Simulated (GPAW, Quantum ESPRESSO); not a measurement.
**Y (P6_3/mmc): the Y L₃ absorption edge**

Aim: the Y L₃ edge of Y (P6_3/mmc) by two routes, a Lanczos recursion (XSpectra) and a sum over empty bands (GPAW), to see which features are robust.

Method: core-hole supercells, plane-wave PAW LDA (first program; GPAW 26.7.0 follows as the second), in Quantum ESPRESSO 7.5.

## (1) Starting point

Symmetry: P6_3/mmc, No. 194, hexagonal system. The conventional cell has a = 3.647 Å, b = 3.647 Å, c = 5.731 Å, α = 90.00°, β = 90.00°, γ = 120.00°. Y has 12 Y at 3.56 to 3.65 Å nearest.

## (2) The field without a hole (Quantum ESPRESSO)

The ground state comes first: it tells whether the system has a gap, which decides how the excited electron is treated.

The PAW data sets are made with ld1.x, with reconstruction data.

Input file scf.in:

```
&control
   calculation='scf', prefix='x', pseudo_dir='../pp', outdir='tmp', tprnfor=.true.
/
&system
   ibrav=0, nat=2, ntyp=2, nbnd=15
   ecutwfc=41, ecutrho=420
   occupations='smearing', smearing='mv', degauss=0.015
/
&electrons
   conv_thr=2.0e-08, electron_maxstep=120
   mixing_beta=0.5
/
ATOMIC_SPECIES
Y3 1.0 Y.lda-spn-kjpaw.UPF
Y 1.0 Y.lda-spn-kjpaw.UPF
CELL_PARAMETERS angstrom
  3.64740000 0.00000000 0.00000000
  -1.82370000 3.15874106 0.00000000
  0.00000000 0.00000000 5.73060000
ATOMIC_POSITIONS crystal
Y3   0.66666667 0.33333333 0.75000000
Y    0.33333333 0.66666667 0.25000000
K_POINTS automatic
8 8 5 0 0 0
```

Started as:

```sh
$ OMP_NUM_THREADS=1 mpirun --oversubscribe --bind-to none -np 4 pw.x -nk 4 -in scf.in > scf.out
```

The log of the run:

```text
     [... banner and references ...]
using ibrav=0 with symmetry is DISCOURAGED, use correct ibrav instead

     G-vector sticks info
     --------------------

     Using Slab Decomposition

     bravais-lattice index     =            0
     lattice parameter (alat)  =       6.8926  a.u.
     unit-cell volume          =     445.5476 (a.u.)^3
     number of atoms/cell      =            2
     number of atomic types    =            2
     number of electrons       =        22.00
     number of Kohn-Sham states=           15
     kinetic-energy cutoff     =      41.0000  Ry
     charge density cutoff     =     420.0000  Ry
     scf convergence threshold =      2.0E-08
     mixing beta               =       0.5000
     number of iterations used =            8  plain     mixing
     Exchange-correlation= SLA  PZ   NOGX NOGC
                           (   1   1   0   0   0   0   0)

     celldm(1)=   6.892587  celldm(2)=   0.000000  celldm(3)=   0.000000
     celldm(4)=   0.000000  celldm(5)=   0.000000  celldm(6)=   0.000000

     crystal axes: (cart. coord. in units of alat)
               a(1) = (   1.000000   0.000000   0.000000 )
               a(2) = (  -0.500000   0.866025   0.000000 )
               a(3) = (   0.000000   0.000000   1.571147 )

     reciprocal axes: (cart. coord. in units 2 pi/alat)
               b(1) = (  1.000000  0.577350 -0.000000 )
               b(2) = (  0.000000  1.154701  0.000000 )
               b(3) = (  0.000000 -0.000000  0.636478 )

     ../pp/Y.lda-spn-kjpaw.UPF
     Pseudo is Projector augmented-wave + core cor, Zval = 11.0
     Shape of augmentation charge: PSQ
     Using radial grid of 1223 points,  6 beta functions with:
                l(1) =   0
                l(2) =   0
                l(3) =   1
                l(4) =   1
                l(5) =   2
[...]
Q(r) pseudized with 0 coefficients

     ../pp/Y.lda-spn-kjpaw.UPF
     Pseudo is Projector augmented-wave + core cor, Zval = 11.0
     Shape of augmentation charge: PSQ
     Using radial grid of 1223 points,  6 beta functions with:
[...]
l(4) =   1
                l(5) =   2
                l(6) =   2
     Q(r) pseudized with 0 coefficients

     atomic species   valence    mass     pseudopotential
     Y3               11.00     1.00000     Y ( 1.00)
     Y                11.00     1.00000     Y ( 1.00)

     12 Sym. Ops. (no inversion) found ( 6 have fractional translation)

   Cartesian axes

     site n.     atom                  positions (alat units)
         1        Y3     tau(   1) = (   0.5000000   0.2886751   1.1783599  )
         2        Y      tau(   2) = (  -0.0000000   0.5773503   0.3927866  )

     number of k points=    30  Marzari-Vanderbilt smearing, width (Ry)=  0.0150
                       cart. coord. in units 2pi/alat
        k(    1) = (   0.0000000   0.0000000   0.0000000), wk =   0.0062500
        k(    2) = (   0.0000000   0.0000000   0.1272956), wk =   0.0125000
        k(    3) = (   0.0000000   0.0000000   0.2545911), wk =   0.0125000
        k(    4) = (   0.0000000   0.1443376   0.0000000), wk =   0.0375000
        k(    5) = (   0.0000000   0.1443376   0.1272956), wk =   0.0750000
[...]
k(   28) = (   0.2500000   0.5773503   0.0000000), wk =   0.0375000
        k(   29) = (   0.2500000   0.5773503   0.1272956), wk =   0.0750000
        k(   30) = (   0.2500000   0.5773503   0.2545911), wk =   0.0750000

     Dense  grid:    64787 G-vectors     FFT dimensions: (  45,  45,  72)

     Smooth grid:    15759 G-vectors     FFT dimensions: (  30,  30,  48)

     Initial potential from superposition of free atoms

     starting charge      21.9931, renormalised to      22.0000
     Starting wfcs are   26 randomized atomic wfcs
     Checking if some PAW data can be deallocated...

     per-process dynamical memory:    43.0 Mb

[...]
total energy              =    -549.80312635 Ry
     estimated scf accuracy    <       0.00020408 Ry

     iteration #  4     ecut=    41.00 Ry     beta= 0.50
     Davidson diagonalization with overlap
     ethr =  9.28E-07,  avg # of iterations =  3.6

     total energy              =    -549.80312602 Ry
     estimated scf accuracy    <       0.00055101 Ry

     iteration #  5     ecut=    41.00 Ry     beta= 0.50
     Davidson diagonalization with overlap
     ethr =  9.28E-07,  avg # of iterations =  2.7

     total energy              =    -549.80318467 Ry
     estimated scf accuracy    <       0.00000152 Ry

     iteration #  6     ecut=    41.00 Ry     beta= 0.50
     Davidson diagonalization with overlap
     ethr =  6.91E-09,  avg # of iterations =  4.5

     total energy              =    -549.80318630 Ry
     estimated scf accuracy    <       0.00000135 Ry

     iteration #  7     ecut=    41.00 Ry     beta= 0.50
     Davidson diagonalization with overlap
     ethr =  6.13E-09,  avg # of iterations =  1.6

     total energy              =    -549.80318635 Ry
     estimated scf accuracy    <       0.00000014 Ry

     iteration #  8     ecut=    41.00 Ry     beta= 0.50
     Davidson diagonalization with overlap
     ethr =  6.31E-10,  avg # of iterations =  4.3

     total energy              =    -549.80318637 Ry
     estimated scf accuracy    <       0.00000034 Ry

     iteration #  9     ecut=    41.00 Ry     beta= 0.50
     Davidson diagonalization with overlap
     ethr =  6.31E-10,  avg # of iterations =  2.5

     End of self-consistent calculation

          k = 0.0000 0.0000 0.0000 (  1937 PWs)   bands (ev):

   -33.3481 -33.2752 -13.6717 -13.1977 -13.1977 -13.1085 -13.1085 -13.0750
     4.5568   7.3384  10.1329  10.9044  10.9044  11.1905  11.4966

          k = 0.0000 0.0000 0.1273 (  1954 PWs)   bands (ev):

   -33.3413 -33.2822 -13.6176 -13.1893 -13.1893 -13.1352 -13.1171 -13.1171
     4.8145   7.1403   9.9335  10.7892  10.7892  10.9507  11.2958

          k = 0.0000 0.0000 0.2546 (  1954 PWs)   bands (ev):

   -33.3231 -33.3005 -13.4733 -13.2892 -13.1671 -13.1671 -13.1395 -13.1395
     5.5203   6.4440   9.9373  10.4015  10.7527  10.7527  10.9507

          k = 0.0000 0.1443 0.0000 (  1952 PWs)   bands (ev):

   -33.3406 -33.2725 -13.6443 -13.2527 -13.2162 -13.1659 -13.1159 -13.0880
     4.8826   7.6426   9.8018  10.2930  11.1595  11.2116  11.5693

          k = 0.0000 0.1443 0.1273 (  1958 PWs)   bands (ev):

   -33.3341 -33.2791 -13.5980 -13.2406 -13.2067 -13.2022 -13.1256 -13.1149
     5.1291   7.4442   9.5890  10.3271  10.9467  11.0217  11.1528

[...]
k = 0.0000-0.5774 0.0000 (  1968 PWs)   bands (ev):

[...]
k = 0.0000-0.5774 0.1273 (  1976 PWs)   bands (ev):

[...]
k = 0.0000-0.5774 0.2546 (  1986 PWs)   bands (ev):

[...]
k = 0.2500 0.5774 0.0000 (  1989 PWs)   bands (ev):

   -33.2779 -33.2679 -13.5206 -13.4227 -13.4033 -13.3591 -13.2840 -13.2786
     8.2454   8.4971   8.6642   8.7804  10.2432  10.3538  11.4073

          k = 0.2500 0.5774 0.1273 (  1980 PWs)   bands (ev):

   -33.2769 -33.2688 -13.5359 -13.4796 -13.4411 -13.3106 -13.2761 -13.2220
     8.1892   8.6764   8.7525   8.8301  10.1003  10.1122  11.4166

          k = 0.2500 0.5774 0.2546 (  1972 PWs)   bands (ev):

   -33.2744 -33.2713 -13.5655 -13.5476 -13.4125 -13.3579 -13.1984 -13.1788
     8.2643   8.4843   9.1585   9.1848   9.7161   9.7271  11.6154

     the Fermi energy is     9.2141 ev

!    total energy              =    -549.80318638 Ry
     total all-electron energy =    -13526.290197 Ry
     estimated scf accuracy    <       0.00000002 Ry
     smearing contrib. (-TS)   =      -0.00168187 Ry
     internal energy E=F+TS    =    -549.80150451 Ry

     The total energy is F=E-TS. E is the sum of the following terms:
     one-electron contribution =     -38.82573960 Ry
     hartree contribution      =      26.49485095 Ry
     xc contribution           =     -35.49013217 Ry
     ewald contribution        =    -115.27153382 Ry
     one-center paw contrib.   =    -386.70894986 Ry

     convergence has been achieved in   9 iterations

     Forces acting on atoms (cartesian axes, Ry/au):

     atom    1 type  1   force =     0.00000000    0.00000000    0.00000000
     atom    2 type  2   force =     0.00000000    0.00000000    0.00000000

     Total force =     0.000000     Total SCF correction =     0.000000

     XML data file, charge density, pseudopotentials, collected wavefunctions

=------------------------------------------------------------------------------=
   JOB DONE.
=------------------------------------------------------------------------------=
```

It took 6.2 s on 4 MPI ranks of Arm Neoverse V2, shared host; peak memory 0.12 GiB.

Absorbing atoms carry a label of their own (element plus a letter or digit), as the spectrum program needs them as separate species.

The mesh shows no gap, so the system is treated as a metal and the core electron is put at the Fermi level (neutral cell).

## (3) Spectrum without a core hole, Y atom 1 (Quantum ESPRESSO)

Without a hole the spectrum is the empty density of states of the right symmetry on the absorber, weighted by matrix elements. It needs only the small cell and serves as the baseline.

The absorber has 6 Y at 3.56 Å and 6 Y at 3.65 Å (anticuboctahedral, as in hcp, site symmetry -6m2).

Input file xspectra.in:

```
&input_xspectra
   calculation='xanes_dipole', edge='L3'
   prefix='x', outdir='tmp', xiabs=1, xe0=9.2141
   xonly_plot=.false., x_save_file='xanes.sav'
   xniter=3000, xcheck_conv=20, xerror=0.005
   xcoordcrys=.false., xepsilon(1)=1, xepsilon(2)=0, xepsilon(3)=0
/
&plot
   xnepoint=221, xemin=-10, xemax=45, terminator=.true., cut_occ_states=.true.
   xgamma=0.75
/
&pseudos
   filecore='../Y.wfc'
/
&cut_occ
   cut_desmooth=0.1, cut_stepl=0.05, cut_stepu=0.05, cut_ierror=1e-5
/
7 7 4 0 0 0
```

Started as:

```sh
$ OMP_NUM_THREADS=1 mpirun --oversubscribe --bind-to none -np 4 xspectra.x -nk 4 -in xspectra.in > xspectra.out
```

The log of the run:

```text
     [... banner and references ...]
Reading input_file

     calculation: xanes_dipole

     xepsilon  [cartesian coordinates]:   1.000000   0.000000   0.000000

     xonly_plot: FALSE
        => complete calculation: Lanczos + spectrum plot

     filecore (core-wavefunction file): ../Y.wfc

     main plot parameters:
        cut_occ_states: TRUE
        gamma_mode:  constant
        -> using xgamma [eV]:  0.75
        xemin [eV]: -10.00
        xemax [eV]:  45.00
        xnepoint:  221
        xe0 [eV]:   9.214100 (energy zero read in input file)

[...]
Results of STEP 1 successfully written in x_save_file
     x_save_file name:
     ->  xanes.sav
     x_save_file version:  2

     ... End STEP 1 ...

     ... Begin STEP 2 ...

     The spectrum is calculated using the following parameters:
        xe0 [eV]:    9.2141
        the occupied states are elimintate from the spectrum
        xemin [eV]: -10.00
        xemax [eV]:  45.00
        xnepoint:  221
        constant broadening parameter [eV]:    0.750
        Core level energy [eV]:  -2080.
         (from electron binding energy of neutral atoms in X-ray data booklet)

     Cross-section successfully written in xanes.dat

     ... End STEP 2 ...

                                END JOB XSpectra
```

It took 63 s on 4 MPI ranks; peak memory 0.11 GiB.

The Y L₃ spectrum, Y atom 1, no core hole (energy from the energy zero of the input (xe0, at the border of filled and empty states); intensity scaled to a mean of 1 over the first 20 eV; the points at xe0, where the cut of filled states can leave a spike, are interpolated; polarised curves are means over the symmetry-equivalent atoms):

| E (eV) | isotropic | ε ⊥ c | ε ∥ c |
| --- | --- | --- | --- |
| -2.00 | 0.15 | 0.15 | 0.15 |
| -1.25 | 0.22 | 0.23 | 0.22 |
| -0.50 | 0.41 | 0.41 | 0.39 |
| 0.25 | 0.77 | 0.78 | 0.75 |
| 1.00 | 1.17 | 1.14 | 1.22 |
| 1.75 | 1.43 | 1.44 | 1.41 |
| 2.50 | 1.39 | 1.41 | 1.34 |
| 3.25 | 1.45 | 1.46 | 1.41 |
| 4.00 | 1.78 | 1.78 | 1.79 |
| 4.75 | 2.18 | 2.18 | 2.18 |
| 5.50 | 1.81 | 1.79 | 1.84 |
| 6.25 | 1.22 | 1.21 | 1.24 |
| 7.00 | 0.97 | 0.98 | 0.95 |
| 7.75 | 0.92 | 0.92 | 0.93 |
| 8.50 | 0.84 | 0.83 | 0.87 |
| 9.25 | 0.83 | 0.83 | 0.82 |
| 10.00 | 0.87 | 0.88 | 0.84 |
| 10.75 | 0.94 | 0.96 | 0.90 |
| 11.50 | 0.86 | 0.86 | 0.86 |
| 12.25 | 0.76 | 0.74 | 0.81 |
| 13.00 | 0.64 | 0.63 | 0.66 |
| 13.75 | 0.55 | 0.55 | 0.56 |
| 14.50 | 0.55 | 0.55 | 0.55 |
| 15.25 | 0.57 | 0.57 | 0.58 |
| 16.00 | 0.63 | 0.63 | 0.64 |
| 16.75 | 0.75 | 0.75 | 0.75 |
| 17.50 | 0.77 | 0.78 | 0.75 |
| 18.25 | 0.78 | 0.80 | 0.72 |
| 19.00 | 0.70 | 0.72 | 0.67 |
| 19.75 | 0.66 | 0.65 | 0.66 |
| 20.50 | 0.69 | 0.67 | 0.74 |
| 21.25 | 0.69 | 0.66 | 0.74 |
| 22.00 | 0.71 | 0.70 | 0.75 |
| 22.75 | 0.68 | 0.68 | 0.69 |
| 23.50 | 0.60 | 0.61 | 0.58 |
| 24.25 | 0.55 | 0.57 | 0.51 |
| 25.00 | 0.54 | 0.56 | 0.50 |
| 25.75 | 0.56 | 0.57 | 0.53 |
| 26.50 | 0.55 | 0.55 | 0.55 |
| 27.25 | 0.58 | 0.57 | 0.60 |
| 28.00 | 0.59 | 0.57 | 0.61 |
| 28.75 | 0.58 | 0.55 | 0.62 |
| 29.50 | 0.60 | 0.60 | 0.60 |
| 30.25 | 0.60 | 0.60 | 0.58 |
| 31.00 | 0.60 | 0.62 | 0.58 |
| 31.75 | 0.64 | 0.67 | 0.60 |

Main maxima below 30 eV (height): 2.0 eV (1.43), 4.8 eV (2.18), 10.8 eV (0.94), 18.2 eV (0.78) and 22.2 eV (0.72). At an L edge the dipole rule selects empty d (and weakly s) states on the absorber, and the strong line at the onset measures the empty part of its d band.

## (4) Supercell without a hole, the energy reference (Quantum ESPRESSO)

The photon energy needs a difference of total energies, so the cell and mesh of the coming hole run are first run without a hole.

Input file scf.in:

```
&control
   calculation='scf', prefix='x', pseudo_dir='../pp', outdir='tmp', tprnfor=.true.
/
&system
   ibrav=0, nat=6, ntyp=1, nbnd=40
   ecutwfc=41, ecutrho=420
   occupations='smearing', smearing='mv', degauss=0.015
/
&electrons
   conv_thr=6.0e-08, electron_maxstep=120
   mixing_beta=0.5
/
ATOMIC_SPECIES
Y 1.0 Y.lda-spn-kjpaw.UPF
CELL_PARAMETERS angstrom
  -5.47110000 3.15874106 0.00000000
  -5.47110000 -3.15874106 0.00000000
  3.64740000 0.00000000 5.73060000
ATOMIC_POSITIONS crystal
Y    0.25000000 0.91666667 0.75000000
Y    0.58333333 0.25000000 0.75000000
Y    0.91666667 0.58333333 0.75000000
Y    0.41666667 0.75000000 0.25000000
Y    0.75000000 0.08333333 0.25000000
Y    0.08333333 0.41666667 0.25000000
K_POINTS automatic
5 5 5 0 0 0
```

Started as:

```sh
$ OMP_NUM_THREADS=1 mpirun --oversubscribe --bind-to none -np 4 pw.x -nk 4 -in scf.in > scf.out
```

The log of the run:

```text
     [... banner and references ...]
[banner, memory and clock lines left out]
Found identity + (  0.3333  0.3333  0.0000) symmetry
     This is a supercell, fractional translations are disabled
     using ibrav=0 with symmetry is DISCOURAGED, use correct ibrav instead

     G-vector sticks info

     bravais-lattice index     =            0
     lattice parameter (alat)  =      11.9383  a.u.
     unit-cell volume          =    1336.6428 (a.u.)^3
[...]
atom    3 type  1   force =     0.00000283    0.00000004    0.00000504
     atom    4 type  1   force =     0.00000139    0.00000247   -0.00000504
     atom    5 type  1   force =     0.00000145   -0.00000244   -0.00000504
     atom    6 type  1   force =    -0.00000283   -0.00000004   -0.00000504

     Total force =     0.000014     Total SCF correction =     0.000034
     SCF correction compared to forces is large: reduce conv_thr to get better values

     XML data file, charge density, pseudopotentials, collected wavefunctions
[key lines of the parts left out:]
!    total energy              =   -1649.41150754 Ry
the Fermi energy is     9.2146 ev
convergence has been achieved in   8 iterations
```

Run time: 30 s. Hardware: 4 MPI ranks; peak memory 0.3 GiB; 2 min of CPU time.

Reference energy: -552103.687 eV with the cores included.

## (5) The atom with a core hole (Quantum ESPRESSO)

The final state has one core electron fewer, so a PAW data set is made for an atom with that hole.

Input file Y.lda-spn-kjpaw-2pch.ld1.in:

```
&input
   title='Y', zed=39., rel=1, iswitch=3, dft='PZ',
   config='1s2 2s2 2p5 3s2 3p6 3d10 4s2 4p6 5s2 5p0 4d2'
/
&inputp
   file_pseudopw='Y.lda-spn-kjpaw-2pch.UPF', author='',
   lpaw=.true.,
   pseudotype=3,
   lloc=-1,
   rcloc=1.6,
   which_augfun='PSQ',
   rmatch_augfun_nc=.true.,
   nlcc=.true.,
   new_core_ps=.true.,
   rcore=1.2,
   tm=.true.,
   zval=12,
   lgipaw_reconstruction=.true., use_paw_as_gipaw=.true.
/
6
4S  1  0  2.00  0.00  1.08  1.40  0.0
5S  2  0  2.00  0.00  1.08  1.40  0.0
4P  2  1  6.00  0.00  1.17  1.60  0.0
5P  3  1  0.00  0.00  1.17  1.60  0.0
4D  3  2  2.00  0.00  1.08  1.80  0.0
4D  3  2  0.00  0.50  1.08  1.80  0.0
```

Started as:

```sh
$ ld1.x < Y.lda-spn-kjpaw-2pch.ld1.in > Y.lda-spn-kjpaw-2pch.ld1.out
```

The log of the run:

```text
     [... banner and references ...]
PAW data will be used for GIPAW calculation
     --------------------------- All-electron run ----------------------------

     Y
     scalar relativistic calculation

     atomic number is 39.00
     dft =PZ   lsd =0 sic =0 latt =0  beta=0.20 tr2=1.0E-14
     Exchange-correlation= PZ
                           (   1   1   0   0   0   0   0)
     mesh =1223 r(mesh) = 100.62879 a.u. xmin = -7.00 dx = 0.01250
     1 Ry =  13.60569312 eV, c = 137.03599908

     n l     nl                  e(Ry)          e(Ha)          e(eV)
     1 0     1S 1( 2.00)     -1248.0825      -624.0413    -16981.0280
     2 0     2S 1( 2.00)      -175.5215       -87.7608     -2388.0921
     2 1     2P 1( 5.00)      -157.7862       -78.8931     -2146.7910
[...]
3 2     3D 1(10.00)       -13.0458        -6.5229      -177.4968
[...]
final scf error:  1.8E-16 reached in  37 iterations

     Etot =   -6608.643054 Ry,   -3304.321527 Ha,  -89915.169351 eV

     Ekin =    6785.697014 Ry,    3392.848507 Ha,   92324.111201 eV
     Encl =  -15880.167733 Ry,   -7940.083866 Ha, -216060.688915 eV
     Eh   =    2689.659456 Ry,    1344.829728 Ha,   36594.681159 eV
     Exc  =    -203.831791 Ry,    -101.915895 Ha,   -2773.272796 eV

     normalization and overlap integrals

     s(1S/1S) =  1.000000  <r> =   0.0381  <r2> =    0.0020  r(max) =   0.0247
     s(1S/2S) = -0.007730
     s(1S/3S) = -0.003100
     s(1S/4S) = -0.001233
[...]
s(2S/2S) =  1.000000  <r> =   0.1663  <r2> =    0.0326  r(max) =   0.1404
[...]
s(2P/2P) =  1.000000  <r> =   0.1444  <r2> =    0.0255  r(max) =   0.1121
     s(2P/3P) = -0.001534
     s(2P/4P) = -0.000532
     s(2P/5P) = -0.000128
[...]
Encl =  -15880.167733 Ry,   -7940.083866 Ha, -216060.688915 eV
     Eh   =    2689.659456 Ry,    1344.829728 Ha,   36594.681159 eV
     Exc  =    -203.831791 Ry,    -101.915895 Ha,   -2773.272796 eV

     normalization and overlap integrals

[...]
s(3S/5S) = -0.000138
[...]
s(3P/5P) = -0.000088
     s(3D/3D) =  1.000000  <r> =   0.4522  <r2> =    0.2472  r(max) =   0.3452
     s(3D/4D) = -0.000185
     s(4S/4S) =  1.000000  <r> =   1.2279  <r2> =    1.7121  r(max) =   1.0903
     s(4S/5S) = -0.000075
     s(4P/4P) =  1.000000  <r> =   1.3796  <r2> =    2.1884  r(max) =   1.1900
     s(4P/5P) = -0.000046
     s(5S/5S) =  1.000000  <r> =   3.7456  <r2> =   16.0243  r(max) =   3.1548
     s(5P/5P) =  1.000000  <r> =   5.0986  <r2> =   30.1360  r(max) =   4.1534
     s(4D/4D) =  1.000000  <r> =   2.2513  <r2> =    6.3292  r(max) =   1.5864

     ------------------------ End of All-electron run ------------------------

     ---------------------- Testing the pseudopotential ----------------------

     Y
     scalar relativistic calculation

     atomic number is 39.00   valence charge is 12.00
     dft = SLA  PZ   NOGX NOGC   lsd =0 sic =0 latt =0  beta=0.20 tr2=1.0E-14
     mesh =1223 r(mesh) = 100.62879 xmin = -7.00 dx = 0.01250

     n l     nl             e AE (Ry)        e PS (Ry)    De AE-PS (Ry)
[...]
3 1     5P   1( 0.00)       -0.11376       -0.11375       -0.00000
     3 2     4D   1( 2.00)       -0.29411       -0.29410       -0.00001

     eps = 1.1E-16  iter =  6

     Etot =   -6608.643054 Ry,   -3304.321527 Ha,  -89915.169351 eV
     Etotps =  -282.145005 Ry,    -141.072502 Ha,   -3838.778348 eV

     Ekin =     136.506926 Ry,      68.253463 Ha,    1857.271349 eV
     Encl =    -288.438366 Ry,    -144.219183 Ha,   -3924.403896 eV
     Ehrt =      73.618399 Ry,      36.809199 Ha,    1001.629343 eV
     Ecxc =    -203.831964 Ry,    -101.915982 Ha,   -2773.275144 eV
     (Ecc =      -4.782890 Ry,      -2.391445 Ha,     -65.074540 eV)

     ---------------------- End of pseudopotential test ----------------------
```

The job ended after 0.78 s (1 MPI rank; peak memory 0.13 GiB).

[end of part 1 of 4]

[Banner, clock and machine lines of the logs are left out without a mark of their own.]

[Logs are printed without paths, hosts, clocks, repeated set-up lines and the standing remarks that a program may print on its own settings, such as how far it seeks lower states.]

[Hosts, paths, dates, database ids (printed as entryN), source tags and the programs' standing remarks are cut or masked in the printed files.]

[Lists of maxima count a maximum above −3 eV only where it reaches 4 % of the highest in the window and stands out from its surroundings by 2 % of it (1.5 % where it reaches 55 %); shoulders and weaker maxima are passed over, and of the rest the first, up to two pre-edge ones and the few strongest are named.]
